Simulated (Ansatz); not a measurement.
# The perfect Cu wire along [111], 7 atoms a period

Wanted: the relaxed geometry and the bands of the Cu wire along [111], 7 atoms a period.

Method: DFT PBE, plane waves, PAW; relaxation of a wire's period; PAW set soft_1, in the first sound run; inputs show where later runs differ, in Ansatz 0.2.0.

## (1) Starting point

The cell holds 7 atoms: 7 Cu. Its edges and angles: a = 9.367 Å, b = 9.764 Å, c = 6.287 Å, α = 90.0°, β = 90.0°, γ = 90.0°. Vacuum lies along a and b. The structure's axis is c.

## (2) The relaxed wire

Band widths follow the bond lengths, so the wire is relaxed first. The atoms and the third cell vector are free; the box across stays fixed as vacuum. A Fermi-Dirac smearing is set since the result may be a metal. The pressure printed is a third of the stress's trace over the whole box, vacuum included; only the stress along the axis is relaxed.

The input, input.yaml:

```yaml
crystal:
  lattice:
    - [9.367, 0.0, 0.0]
    - [0.0, 9.764, 0.0]
    - [0.0, 0.0, 6.2873444315]
  atoms:
    - { symbol: Cu, position: [0.499989197, 0.499993988, 0.0] }
    - { symbol: Cu, position: [0.362976407, 0.424105966, 0.333333333] }
    - { symbol: Cu, position: [0.499989197, 0.651770032, 0.333333333] }
    - { symbol: Cu, position: [0.637001987, 0.424105966, 0.333333333] }
    - { symbol: Cu, position: [0.362976407, 0.57588201, 0.666666667] }
    - { symbol: Cu, position: [0.499989197, 0.348217943, 0.666666667] }
    - { symbol: Cu, position: [0.637001987, 0.57588201, 0.666666667] }
kpoints:
  mp_grid: { grid: [1, 1, 13] }
scf:
  occupations: { method: fermi_dirac, width: 0.05 }
hamiltonian:
  xc: pbe
  pseudopotentials: { kind: paw, azcp: { folder: soft_1 } }
relax:
  cell: { fix: [a, b, alpha, beta, gamma] }
  max_steps: 45
  f_tol: 0.03
```

Run with:

```sh
> ansatz run input.yaml --threads 4 --pin off --max-ram 16384MiB --backend cpu --events-out ev --progress --plain --runs-dir out
```

Numbers of over 12 decimals in the logs are rounded to 6 here.

Output:

```text
Engine: ansatz 0.2.0, x86_64-unknown-linux-gnu
Pseudopotentials: kind: paw
Pseudopotential: Cu, paw, valence charge 19, recommended cutoff 420 eV (normal), soft_1/Cu.paw.azcp
Functional definition: PBE
  parameter kappa = 0.804
  parameter beta = 0.066725
  exchange = pbe_x(kappa = kappa, mu = beta*pi^2/3)
  correlation = pbe_c(beta = beta)
Crystal: 7 atoms, lattice volume = 575.037 Å³
Basis set: ecut = 420 eV, 11235 PW (Γ), exchange–correlation on 128×144×90 points (8 copies of the dense FFT grid, shifted against one another)
Bands: 80, of which v1, the nominal top of the filled ones, is band 67 counted from 1 (66 counted from 0)
Symmetry: 4 space group operations
Space group: P2/m (ITA 10), of the structure as read, at distance tolerance 8.3e-5 Å
k-points: 7 of 13
Non-local potential: Cu, projectors of the file, l = 0: 3, l = 1: 2, l = 2: 3, l = 3: 1
PAW form: soft (Blöchl's): semilocal exchange-correlation on the pseudo side does not see the compensation charge
PAW one-centre angular grid: Cu, 590 points (default); XC on 64 Gauss nodes
Initial density: superposition of atomic densities (neutral atoms: chi_scale 0, normalization atom)
Initial wavefunctions: pseudopotential atomic-orbital guess
Functional: x = pbe(κ = 0.804, μ = 0.219515), c = pbe(β = 0.066725)
SCF iter   1: F=—  HF=-46369.923083 eV  |F-HF|=—  |Δ(HF+E_count)|=         —  Δρ=6.20e-2  dr2=1.54e1  ethr=3.10e-3  ⟨swp⟩=8.6  Hψ=2493  notcnv=0  defer=6
preconditioner: auto → LDOS  [metal: Δε(μ)=0.010 eV  Ē_g=4.806 eV  σ=0.050 eV  W_gap=0.05  n_scr=96 (ndim 8)  ℏωp=13.6 eV  f_vac=0.706  D(μ)=7.03/eV (n_scr^D=34)  β→1.0]
SCF iter   2: F=—  HF=-46377.232784 eV  |F-HF|=—  |Δ(HF+E_count)|=    7.31e0  Δρ=9.74e-2  dr2=3.33e1  ethr=3.10e-3  ⟨swp⟩=4.0  Hψ=1523  notcnv=0  defer=43  recentre
SCF iter   3: F=—  HF=-46367.181427 eV  |F-HF|=—  |Δ(HF+E_count)|=    1.01e1  Δρ=1.89e-2  dr2=1.42e0  ethr=3.10e-3  ⟨swp⟩=4.0  Hψ=1504  notcnv=0  defer=41
SCF iter   4: F=—  HF=-46366.928530 eV  |F-HF|=—  |Δ(HF+E_count)|=   2.53e-1  Δρ=2.52e-3  dr2=2.71e-2  ethr=1.07e-3  ⟨swp⟩=2.0  Hψ=959  notcnv=0  defer=41
SCF iter   5: F=—  HF=-46366.954020 eV  |F-HF|=—  |Δ(HF+E_count)|=   2.55e-2  Δρ=1.91e-3  dr2=1.82e-2  ethr=2.04e-5  ⟨swp⟩=2.0  Hψ=967  notcnv=0  defer=41
SCF iter   6: F=—  HF=-46366.957316 eV  |F-HF|=—  |Δ(HF+E_count)|=   3.30e-3  Δρ=9.40e-4  dr2=6.10e-3  ethr=1.37e-5  ⟨swp⟩=2.0  Hψ=834  notcnv=0  defer=41
SCF iter   7: F=—  HF=-46366.956964 eV  |F-HF|=—  |Δ(HF+E_count)|=   3.52e-4  Δρ=3.16e-4  dr2=5.88e-4  ethr=4.59e-6  ⟨swp⟩=2.0  Hψ=822  notcnv=0  defer=41
SCF iter   8: F=—  HF=-46366.957043 eV  |F-HF|=—  |Δ(HF+E_count)|=   7.90e-5  Δρ=1.91e-4  dr2=1.59e-4  ethr=4.42e-7  ⟨swp⟩=2.0  Hψ=780  notcnv=0  defer=41
SCF iter   9: F=—  HF=-46366.957043 eV  |F-HF|=—  |Δ(HF+E_count)|=   1.76e-7  Δρ=8.24e-5  dr2=2.73e-5  ethr=1.20e-7  ⟨swp⟩=2.0  Hψ=781  notcnv=0  defer=41
SCF iter  10: F=—  HF=-46366.957186 eV  |F-HF|=—  |Δ(HF+E_count)|=   1.44e-4  Δρ=1.83e-5  dr2=1.32e-6  ethr=2.05e-8  ⟨swp⟩=2.0  Hψ=790  notcnv=0  defer=41
SCF iter  11: F=—  HF=-46366.957192 eV  |F-HF|=—  |Δ(HF+E_count)|=   5.53e-6  Δρ=7.91e-6  dr2=3.51e-7  ethr=9.93e-10  ⟨swp⟩=2.0  Hψ=793  notcnv=0  defer=41
SCF iter  12: F=-46366.957192 eV  HF=-46366.957192 eV  |F-HF|=4.66e-10  |Δ(HF+E_count)|=   5.09e-8  Δρ=1.58e-6  dr2=1.67e-8  ethr=7.52e-11  ⟨swp⟩=4.0  Hψ=1796  notcnv=0
SCF 1 converged in 12 iterations: F = -46366.957192 eV  dr2 = 1.67e-8
  greatest PAW one-centre occupation: 1.000 electrons in one spin orbital (limit 2), on the Cu atom at site 4 (counted from 0), in its partial waves of l = 0
relax step   1: F+E_penalty+E_count = -46366.95719182 eV  Δ(F+E_penalty+E_count) = +0.000e0 eV  max|allowed force component| = 9.206e-1 eV/Å  Δτ_max = 0.0000 Å  P = -1.556 GPa  Ω = 575.037 Å³  fix = [a, b, alpha, beta, gamma]  reactions: a -1.041, b -1.069 GPa; alpha -0.004 GPa/rad  (12 SCF iters, dr2 threshold 1.00e-7 eV, accepted)
Crystal: 7 atoms, lattice volume = 557.011 Å³
Basis set: ecut = 420 eV, 10907 PW (Γ), exchange–correlation on 128×144×90 points (8 copies of the dense FFT grid, shifted against one another)
Initial density: handed on by an earlier stage of this run
Initial wavefunctions: those handed on with the density
iter 1 solved again at ethr=1.13e-4 eV; its pass at ethr=3.10e-3 eV (dr2=1.50e-1 eV) is discarded
SCF iter   1: F=—  HF=-46367.405979 eV  |F-HF|=—  |Δ(HF+E_count)|=         —  Δρ=6.77e-3  dr2=1.54e-1  ethr=1.13e-4  ⟨swp⟩=2.7  Hψ=2539  notcnv=0
preconditioner: auto → LDOS  [metal: Δε(μ)=0.085 eV  Ē_g=5.431 eV  σ=0.050 eV  W_gap=0.36  n_scr=88 (ndim 8)  ℏωp=13.8 eV  f_vac=0.714  D(μ)=5.72/eV (n_scr^D=22)  β→1.0]
SCF iter   2: F=—  HF=-46367.521302 eV  |F-HF|=—  |Δ(HF+E_count)|=   1.15e-1  Δρ=1.47e-2  dr2=6.34e-1  ethr=1.13e-4  ⟨swp⟩=2.7  Hψ=1125  notcnv=0  recentre
SCF iter   3: F=—  HF=-46367.379421 eV  |F-HF|=—  |Δ(HF+E_count)|=   1.42e-1  Δρ=2.07e-3  dr2=1.55e-2  ethr=1.13e-4  ⟨swp⟩=2.0  Hψ=1146  notcnv=0  defer=41
SCF iter   4: F=—  HF=-46367.376469 eV  |F-HF|=—  |Δ(HF+E_count)|=   2.95e-3  Δρ=1.90e-4  dr2=1.46e-4  ethr=1.17e-5  ⟨swp⟩=2.0  Hψ=781  notcnv=0  defer=41
SCF iter   5: F=—  HF=-46367.376777 eV  |F-HF|=—  |Δ(HF+E_count)|=   3.08e-4  Δρ=1.99e-4  dr2=1.43e-4  ethr=1.10e-7  ⟨swp⟩=2.0  Hψ=939  notcnv=0  defer=41
SCF iter   6: F=—  HF=-46367.376754 eV  |F-HF|=—  |Δ(HF+E_count)|=   2.31e-5  Δρ=3.18e-5  dr2=4.63e-6  ethr=1.08e-7  ⟨swp⟩=2.0  Hψ=936  notcnv=0  defer=41
SCF iter   7: F=—  HF=-46367.376753 eV  |F-HF|=—  |Δ(HF+E_count)|=   4.89e-7  Δρ=1.53e-5  dr2=1.05e-6  ethr=5.26e-10  ⟨swp⟩=4.3  Hψ=1996  notcnv=0
SCF iter   8: F=-46367.376753 eV  HF=-46367.376754 eV  |F-HF|=2.39e-7  |Δ(HF+E_count)|=   2.12e-7  Δρ=9.06e-6  dr2=3.52e-7  ethr=5.26e-10  ⟨swp⟩=4.0  Hψ=1780  notcnv=0
SCF 2 converged in 8 iterations: F = -46367.376753 eV  dr2 = 3.52e-7
  greatest PAW one-centre occupation: 1.000 electrons in one spin orbital (limit 2), on the Cu atom at site 6 (counted from 0), in its partial waves of l = 0
relax step   2: F+E_penalty+E_count = -46367.37675334 eV  Δ(F+E_penalty+E_count) = -4.196e-1 eV  max|allowed force component| = 4.384e-1 eV/Å  Δτ_max = 0.0412 Å  P = -0.854 GPa  Ω = 557.011 Å³  energy of the carried Pulay correction = +2.760e-3 eV  fix = [a, b, alpha, beta, gamma]  reactions: a -0.446, b -0.479 GPa; alpha -0.003 GPa/rad  (8 SCF iters, dr2 threshold 7.00e-7 eV, accepted)
Crystal: 7 atoms, lattice volume = 528.935 Å³
Basis set: ecut = 420 eV, 10357 PW (Γ), exchange–correlation on 128×144×90 points (8 copies of the dense FFT grid, shifted against one another)
iter 1 solved again at ethr=1.62e-4 eV; its pass at ethr=3.10e-3 eV (dr2=2.16e-1 eV) is discarded
SCF iter   1: F=—  HF=-46367.581722 eV  |F-HF|=—  |Δ(HF+E_count)|=         —  Δρ=8.26e-3  dr2=2.23e-1  ethr=1.62e-4  ⟨swp⟩=2.7  Hψ=2798  notcnv=0
preconditioner: auto → LDOS  [insulator: Δε(μ)=0.142 eV  Ē_g=5.702 eV  σ=0.050 eV  W_gap=0.56  n_scr=86 (ndim 8)  ℏωp=14.2 eV  f_vac=0.716  D(μ)=5.20/eV (n_scr^D=20)  ε∞_Penn≈7.2  β→1.0]
SCF iter   2: F=—  HF=-46367.742270 eV  |F-HF|=—  |Δ(HF+E_count)|=   1.61e-1  Δρ=1.77e-2  dr2=8.67e-1  ethr=1.62e-4  ⟨swp⟩=3.0  Hψ=1155  notcnv=0  recentre
SCF iter   3: F=—  HF=-46367.542922 eV  |F-HF|=—  |Δ(HF+E_count)|=   1.99e-1  Δρ=2.26e-3  dr2=1.83e-2  ethr=1.62e-4  ⟨swp⟩=2.1  Hψ=1164  notcnv=0  defer=41
SCF iter   4: F=—  HF=-46367.539301 eV  |F-HF|=—  |Δ(HF+E_count)|=   3.62e-3  Δρ=2.83e-4  dr2=2.09e-4  ethr=1.38e-5  ⟨swp⟩=2.0  Hψ=787  notcnv=0  defer=41
SCF iter   5: F=—  HF=-46367.539779 eV  |F-HF|=—  |Δ(HF+E_count)|=   4.78e-4  Δρ=1.32e-4  dr2=1.67e-4  ethr=1.57e-7  ⟨swp⟩=2.0  Hψ=802  notcnv=0  defer=41
SCF iter   6: F=—  HF=-46367.539739 eV  |F-HF|=—  |Δ(HF+E_count)|=   3.96e-5  Δρ=2.97e-5  dr2=3.86e-6  ethr=1.25e-7  ⟨swp⟩=2.0  Hψ=790  notcnv=0  defer=41
SCF iter   7: F=—  HF=-46367.539740 eV  |F-HF|=—  |Δ(HF+E_count)|=   1.02e-6  Δρ=3.42e-5  dr2=4.30e-6  ethr=5.26e-10  ⟨swp⟩=5.0  Hψ=2186  notcnv=0
SCF iter   8: F=-46367.539739 eV  HF=-46367.539740 eV  |F-HF|=5.11e-7  |Δ(HF+E_count)|=   2.86e-7  Δρ=1.00e-5  dr2=5.44e-7  ethr=5.26e-10  ⟨swp⟩=3.0  Hψ=2039  notcnv=0
SCF 3 converged in 8 iterations: F = -46367.539739 eV  dr2 = 5.44e-7
relax step   3: F+E_penalty+E_count = -46367.53973913 eV  Δ(F+E_penalty+E_count) = -1.630e-1 eV  max|allowed force component| = 2.898e-1 eV/Å  Δτ_max = 0.0333 Å  P = +0.369 GPa  Ω = 528.935 Å³  energy of the carried Pulay correction = +7.369e-3 eV  fix = [a, b, alpha, beta, gamma]  reactions: a +0.479, b +0.435 GPa; alpha -0.001 GPa/rad  (8 SCF iters, dr2 threshold 7.00e-7 eV, accepted)
Crystal: 7 atoms, lattice volume = 524.521 Å³
Basis set: ecut = 420 eV, 10297 PW (Γ), exchange–correlation on 128×144×90 points (8 copies of the dense FFT grid, shifted against one another)
iter 1 solved again at ethr=8.30e-6 eV; its pass at ethr=3.10e-3 eV (dr2=1.10e-2 eV) is discarded
SCF iter   1: F=—  HF=-46367.569546 eV  |F-HF|=—  |Δ(HF+E_count)|=         —  Δρ=2.05e-3  dr2=1.09e-2  ethr=8.30e-6  ⟨swp⟩=2.0  Hψ=2766  notcnv=0
preconditioner: auto → LDOS  [metal: Δε(μ)=0.112 eV  Ē_g=5.776 eV  σ=0.050 eV  W_gap=0.44  n_scr=86 (ndim 8)  ℏωp=14.2 eV  f_vac=0.712  D(μ)=5.25/eV (n_scr^D=22)  β→1.0]
SCF iter   2: F=—  HF=-46367.569178 eV  |F-HF|=—  |Δ(HF+E_count)|=   3.69e-4  Δρ=1.87e-3  dr2=1.12e-2  ethr=8.21e-6  ⟨swp⟩=2.0  Hψ=1050  notcnv=0
SCF iter   3: F=—  HF=-46367.568019 eV  |F-HF|=—  |Δ(HF+E_count)|=   1.16e-3  Δρ=1.10e-3  dr2=3.62e-3  ethr=8.21e-6  ⟨swp⟩=2.4  Hψ=1001  notcnv=0
SCF iter   4: F=—  HF=-46367.567303 eV  |F-HF|=—  |Δ(HF+E_count)|=   7.16e-4  Δρ=2.93e-4  dr2=3.52e-4  ethr=2.72e-6  ⟨swp⟩=2.0  Hψ=804  notcnv=0
SCF iter   5: F=—  HF=-46367.567330 eV  |F-HF|=—  |Δ(HF+E_count)|=   2.68e-5  Δρ=7.76e-5  dr2=2.07e-5  ethr=2.65e-7  ⟨swp⟩=2.0  Hψ=824  notcnv=0
SCF iter   6: F=—  HF=-46367.567341 eV  |F-HF|=—  |Δ(HF+E_count)|=   1.13e-5  Δρ=3.56e-5  dr2=5.24e-6  ethr=1.56e-8  ⟨swp⟩=2.0  Hψ=979  notcnv=0
SCF iter   7: F=-46367.567346 eV  HF=-46367.567346 eV  |F-HF|=9.00e-8  |Δ(HF+E_count)|=   4.43e-6  Δρ=8.72e-6  dr2=3.08e-7  ethr=5.26e-10  ⟨swp⟩=3.0  Hψ=2348  notcnv=0
SCF 4 converged in 7 iterations: F = -46367.567346 eV  dr2 = 3.08e-7
relax step   4: F+E_penalty+E_count = -46367.56734565 eV  Δ(F+E_penalty+E_count) = -2.761e-2 eV  max|allowed force component| = 2.728e-2 eV/Å  Δτ_max = 0.0300 Å  P = +0.054 GPa  Ω = 524.521 Å³  energy of the carried Pulay correction = +8.131e-3 eV  fix = [a, b, alpha, beta, gamma]  reactions: a +0.150, b +0.106 GPa; alpha -0.003 GPa/rad  (7 SCF iters, dr2 threshold 7.00e-7 eV, accepted)
Crystal: 7 atoms, lattice volume = 518.989 Å³
Basis set: ecut = 420 eV, 10189 PW (Γ), exchange–correlation on 128×144×90 points (8 copies of the dense FFT grid, shifted against one another)
iter 1 solved again at ethr=2.64e-6 eV; its pass at ethr=3.10e-3 eV (dr2=3.51e-3 eV) is discarded
SCF iter   1: F=—  HF=-46367.571909 eV  |F-HF|=—  |Δ(HF+E_count)|=         —  Δρ=1.07e-3  dr2=3.69e-3  ethr=2.64e-6  ⟨swp⟩=2.1  Hψ=2700  notcnv=0
preconditioner: auto → LDOS  [metal: Δε(μ)=0.108 eV  Ē_g=5.734 eV  σ=0.050 eV  W_gap=0.48  n_scr=86 (ndim 8)  ℏωp=14.3 eV  f_vac=0.710  D(μ)=4.76/eV (n_scr^D=16)  β→1.0]
SCF iter   2: F=—  HF=-46367.572395 eV  |F-HF|=—  |Δ(HF+E_count)|=   4.85e-4  Δρ=1.36e-3  dr2=5.61e-3  ethr=2.64e-6  ⟨swp⟩=2.0  Hψ=1120  notcnv=0
SCF iter   3: F=—  HF=-46367.571165 eV  |F-HF|=—  |Δ(HF+E_count)|=   1.23e-3  Δρ=1.54e-4  dr2=1.51e-4  ethr=2.64e-6  ⟨swp⟩=2.0  Hψ=1071  notcnv=0
SCF iter   4: F=—  HF=-46367.571163 eV  |F-HF|=—  |Δ(HF+E_count)|=   2.73e-6  Δρ=9.20e-5  dr2=3.75e-5  ethr=1.13e-7  ⟨swp⟩=2.0  Hψ=832  notcnv=0
SCF iter   5: F=—  HF=-46367.571147 eV  |F-HF|=—  |Δ(HF+E_count)|=   1.55e-5  Δρ=3.33e-5  dr2=2.94e-6  ethr=2.82e-8  ⟨swp⟩=2.0  Hψ=830  notcnv=0
SCF iter   6: F=—  HF=-46367.571244 eV  |F-HF|=—  |Δ(HF+E_count)|=   9.68e-5  Δρ=2.50e-5  dr2=2.26e-6  ethr=2.21e-9  ⟨swp⟩=2.0  Hψ=1028  notcnv=0
SCF iter   7: F=—  HF=-46367.571244 eV  |F-HF|=—  |Δ(HF+E_count)|=   9.93e-8  Δρ=4.78e-6  dr2=1.10e-7  ethr=1.70e-9  ⟨swp⟩=2.0  Hψ=829  notcnv=0
SCF iter   8: F=-46367.571244 eV  HF=-46367.571244 eV  |F-HF|=3.67e-9  |Δ(HF+E_count)|=   5.75e-8  Δρ=1.54e-6  dr2=1.16e-8  ethr=1.68e-11  ⟨swp⟩=4.0  Hψ=1990  notcnv=0
SCF 5 converged in 8 iterations: F = -46367.571244 eV  dr2 = 1.16e-8
relax step   5: F+E_penalty+E_count = -46367.57124391 eV  Δ(F+E_penalty+E_count) = -3.898e-3 eV  max|allowed force component| = 7.289e-3 eV/Å  Δτ_max = 0.0119 Å  P = +0.069 GPa  Ω = 518.989 Å³  energy of the carried Pulay correction = +9.101e-3 eV  fix = [a, b, alpha, beta, gamma]  reactions: a +0.127, b +0.083 GPa; alpha -0.005 GPa/rad  (8 SCF iters, dr2 threshold 2.24e-8 eV, accepted)
Basis set: ecut = 420 eV, 10189 PW (Γ), exchange–correlation on 128×144×80 points (8 copies of the dense FFT grid, shifted against one another)
Initial wavefunctions: pseudopotential atomic-orbital guess (no wavefunctions were taken with the density)
iter 1 solved again at ethr=4.60e-6 eV; its pass at ethr=3.10e-3 eV (dr2=6.12e-3 eV) is discarded
SCF iter   1: F=—  HF=-46367.561734 eV  |F-HF|=—  |Δ(HF+E_count)|=         —  Δρ=1.86e-4  dr2=4.59e-5  ethr=4.60e-6  ⟨swp⟩=3.1  Hψ=3485  notcnv=0
eigensolver tolerance schedule: the retry pair's looser diagonalisation over-reported the residual by 132.21 of it (diagonalisation noise at 0.24 of the residual, at the tolerance the schedule requests for it); recorded, not acted on — ethr = c·dr2/N_el stays at c = 1.0e-1
preconditioner: auto → LDOS  [metal: Δε(μ)=0.105 eV  Ē_g=5.742 eV  σ=0.050 eV  W_gap=0.47  n_scr=86 (ndim 8)  ℏωp=14.3 eV  f_vac=0.710  D(μ)=4.79/eV (n_scr^D=16)  β→1.0]
SCF iter   2: F=—  HF=-46367.562182 eV  |F-HF|=—  |Δ(HF+E_count)|=   4.48e-4  Δρ=7.80e-4  dr2=1.90e-3  ethr=3.45e-8  ⟨swp⟩=3.0  Hψ=1253  notcnv=0
SCF iter   3: F=—  HF=-46367.562158 eV  |F-HF|=—  |Δ(HF+E_count)|=   2.43e-5  Δρ=8.11e-4  dr2=1.75e-3  ethr=3.45e-8  ⟨swp⟩=3.0  Hψ=1378  notcnv=0
SCF iter   4: F=—  HF=-46367.561774 eV  |F-HF|=—  |Δ(HF+E_count)|=   3.84e-4  Δρ=1.95e-4  dr2=1.01e-4  ethr=3.45e-8  ⟨swp⟩=2.3  Hψ=1091  notcnv=0
SCF iter   5: F=—  HF=-46367.561764 eV  |F-HF|=—  |Δ(HF+E_count)|=   9.48e-6  Δρ=3.48e-5  dr2=6.14e-6  ethr=3.45e-8  ⟨swp⟩=3.0  Hψ=1059  notcnv=0
SCF iter   6: F=—  HF=-46367.561853 eV  |F-HF|=—  |Δ(HF+E_count)|=   8.89e-5  Δρ=1.88e-5  dr2=1.37e-6  ethr=4.62e-9  ⟨swp⟩=2.0  Hψ=1027  notcnv=0
SCF iter   7: F=—  HF=-46367.561853 eV  |F-HF|=—  |Δ(HF+E_count)|=   3.02e-7  Δρ=2.03e-6  dr2=2.60e-8  ethr=1.03e-9  ⟨swp⟩=2.0  Hψ=903  notcnv=0
SCF iter   8: F=—  HF=-46367.561853 eV  |F-HF|=—  |Δ(HF+E_count)|=   2.10e-8  Δρ=5.93e-7  dr2=2.11e-9  ethr=1.96e-11  ⟨swp⟩=2.0  Hψ=832  notcnv=0
SCF iter   9: F=—  HF=-46367.561853 eV  |F-HF|=—  |Δ(HF+E_count)|=   2.95e-9  Δρ=1.36e-7  dr2=1.91e-10  ethr=1.59e-12  ⟨swp⟩=2.0  Hψ=833  notcnv=0
SCF iter  10: F=-46367.561853 eV  HF=-46367.561853 eV  |F-HF|=7.28e-12  |Δ(HF+E_count)|=  2.18e-11  Δρ=1.03e-7  dr2=3.77e-11  ethr=1.00e-12  ⟨swp⟩=4.1  Hψ=1794  notcnv=0
SCF 6 converged in 10 iterations: F = -46367.561853 eV  dr2 = 3.77e-11
relax step   6: F+E_penalty+E_count = -46367.56185280 eV  Δ(F+E_penalty+E_count) = +9.391e-3 eV  max|allowed force component| = 7.139e-3 eV/Å  Δτ_max = 0.0000 Å  P = +0.066 GPa  Ω = 518.989 Å³  fix = [a, b, alpha, beta, gamma]  reactions: a +0.126, b +0.081 GPa; alpha -0.004 GPa/rad  stress off target by 1.01e-2 GPa on what of the cell is left free  SCF on the basis re-selected at this cell (its energy is not comparable with the rows above)  (10 SCF iters)
basis re-selected at this cell: Δ(F+E_penalty+E_count) = +9.391e-3 eV, ΔP = -0.003 GPa vs the last step (what re-selecting the basis moved, of the pressure what is left beyond the Pulay correction that the steps carried, after the strain that the cell walked since its last selection, with what the two solves' SCF thresholds leave and, on support functions, any second-order correction that the steps lacked; it is no measure of the basis error at this ecutwfc). The dense FFT grid was sized anew with the basis: this SCF ran on 64×72×40 points, the steps before it on 64×72×45, so part of this shift can come from that change (see relax.cell in the input reference). [rest of the remark cut]
SCF converged after 10 iterations
Free energy (F): -46367.561853 eV
Harris-Foulkes:  -46367.561853 eV  (|F-HF|=7.28e-12)
Internal energy: -46367.523289 eV  (E = F + TS)
E sigma→0 (E₀):  -46367.542571 eV
Entropy (-TS):   -0.038564 eV (-5.509 meV/atom)
Fermi energy:    -1.232823 eV
--- Per-component energies (eV) ---
  E_band       = -4779.870323
  E_kinetic    = 1830.638532
  E_local      = -86856.169972  (includes V_loc(G=0)·N_el)
  E_nonlocal   = 6291.213093
  E_hartree    = 39922.409642
  E_xc         = -466.804897
  E_vxc        = -601.151979  (∫ρ·V_xc dr)
  E_paw        = -12757.784714  (= ΣΔE_a)
  E_vpaw       = -5289.225640  (= ΣTr[D̂ρ^β])
  E_aug_tail   = 0.007020  (compensation charges beyond the density's cutoff)
  E_ewald      = 5668.968007
  E_smearing   = -0.038564  (= −TS)
  E_closure    = 0.000000  (closes the sum)
  Σ components = -46367.561853   (vs F -46367.561853, Δ=0.00e0)
--- Forces (eV/Å), atoms counted from 1 ---
  atom   1  Cu     0.00000000     0.00000000     0.00000000
  atom   2  Cu    -0.00666126    -0.00355523    -0.00669733
  atom   3  Cu     0.00000000     0.00713873    -0.00635267
  atom   4  Cu     0.00666126    -0.00355523    -0.00669733
  atom   5  Cu    -0.00666126     0.00355523     0.00669733
  atom   6  Cu    -0.00000000    -0.00713873     0.00635267
  atom   7  Cu     0.00666126     0.00355523     0.00669733
  max |Σ_I F_I| component: 1.73e-18 eV/Å
--- Stress (GPa, compression-positive) ---
        0.125964      -0.000000      -0.000000
       -0.000000       0.081369       0.004492
       -0.000000       0.004492      -0.010081
  P = ⅓ Tr σ = 0.0658 GPa (0.658 kbar)
--- Relaxed structure (5 steps of the walk, 5 accepted, 1 SCFs on fresh bases) ---
  F+E_penalty+E_count = -46367.56185280 eV   max|allowed force component| = 7.139e-3 eV/Å   (the final SCF, on the basis selected at the relaxed cell)
  cell:  # Å, volume = 518.9885 Å³
    - [9.367, 0, 0]
    - [0, 9.764, 0]
    - [0, 0, 5.674524]
  atoms:
    - { symbol: Cu, position: [0.499989, 0.5, 0] }
    - { symbol: Cu, position: [0.366214, 0.425631, 0.332143] }
    - { symbol: Cu, position: [0.499989, 0.648387, 0.331689] }
    - { symbol: Cu, position: [0.633764, 0.425631, 0.332143] }
    - { symbol: Cu, position: [0.366214, 0.574369, 0.667857] }
    - { symbol: Cu, position: [0.499989, 0.351613, 0.668311] }
    - { symbol: Cu, position: [0.633764, 0.574369, 0.667857] }
```

Elapsed: 24 s, on 4 threads of Intel Xeon Platinum 8488C (Sapphire Rapids), shared host; peak memory 1.3 GiB.

(Continued in part 2 of 2.)

[Logs are printed without paths, hosts, clocks, repeated set-up lines and the standing remarks that a program may print on its own settings, such as how far it seeks lower states.]

[Hosts, paths, dates, database ids (printed as entryN), source tags and the programs' standing remarks are cut or masked in the printed files.]
